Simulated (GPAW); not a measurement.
# AlN (P6_3mc): refractive index against wavelength

The refractive index of AlN (P6_3mc) along x below the direct gap (4.18 eV on the mesh) is read from one computed spectrum, n = √(Re ε). x, y and z are the Cartesian axes of the input cell.

The structure is hexagonal, space group P6_3mc (No. 186). The conventional cell has a = 3.113 Å, b = 3.113 Å, c = 4.981 Å, α = 90.00°, β = 90.00°, γ = 120.00°. Around Al on site b lie 4 N at 1.89 Å. Around N on site b lie 4 Al at 1.89 Å.

Method: GPAW 26.7.0, LDA, RPA, k-mesh 12×12×6, local fields up to 80 eV, Lorentzian half width 0.15 eV.

Launch of the response step: `OMP_NUM_THREADS=1 python df.py`. The run took 100 s, its band step included, on 1 thread of Arm Neoverse V1, with other jobs on the host.

| wavelength (nm) | photon energy E (eV) | n |
| --- | --- | --- |
| 1310 | 0.946 | 2.0872 |
| 1064 | 1.165 | 2.0926 |
| 850 | 1.459 | 2.1016 |
| 700 | 1.771 | 2.1139 |
| 633 | 1.959 | 2.1227 |
| 532 | 2.331 | 2.1436 |
| 450 | 2.755 | ? |

In the single-oscillator model n² − 1 = E₀E_d/(E₀² − E²), so 1/(n² − 1) = E₀/E_d − E²/(E₀E_d) is linear in E².

Working, on the rows shown:

| x = E² (eV²) | y = 1/(n² − 1) |
| --- | --- |
| 0.895757 | 0.297938 |
| 1.35784 | 0.295948 |
| 2.12762 | 0.292678 |
| 3.13716 | 0.288303 |
| 3.83641 | 0.285237 |
| 5.43137 | 0.278162 |

Means: x̄ = 2.7977, ȳ = 0.28971. Σ(x − x̄)(y − ȳ) = -0.06216, Σ(x − x̄)² = 14.27. Slope = -0.06216 / 14.27 = -0.004356; intercept = ȳ − slope · x̄ = 0.3019. Turned back into n, the line misses the rows shown by at most 0.00023.

Question: What does the fit predict for the withheld row, and how well does it do?

Answer: At x = 7.5912 the line gives y = 0.26883, that is 2.1725. The run gave 2.1742, so the extrapolation is off by 0.0017, 1.9 % of the range in the table.

Refitted with all rows, the slope is -0.00442 and the intercept 0.30204. These give E₀ = √(intercept/−slope) = 8.27 eV and E_d = E₀/intercept = 27.4 eV; E₀ is 2.0 times the direct gap. The electronic limit at long wavelengths, without lattice vibrations, is n = √(1 + 1/intercept) = 2.076. The cell comes from an older database entry, whose edges can be off by a per cent or so. Excitons are left out; LDA gaps are as a rule too small. The values come from a sum over the points of one k-mesh and carry its error, which grows as the direct gap shrinks.
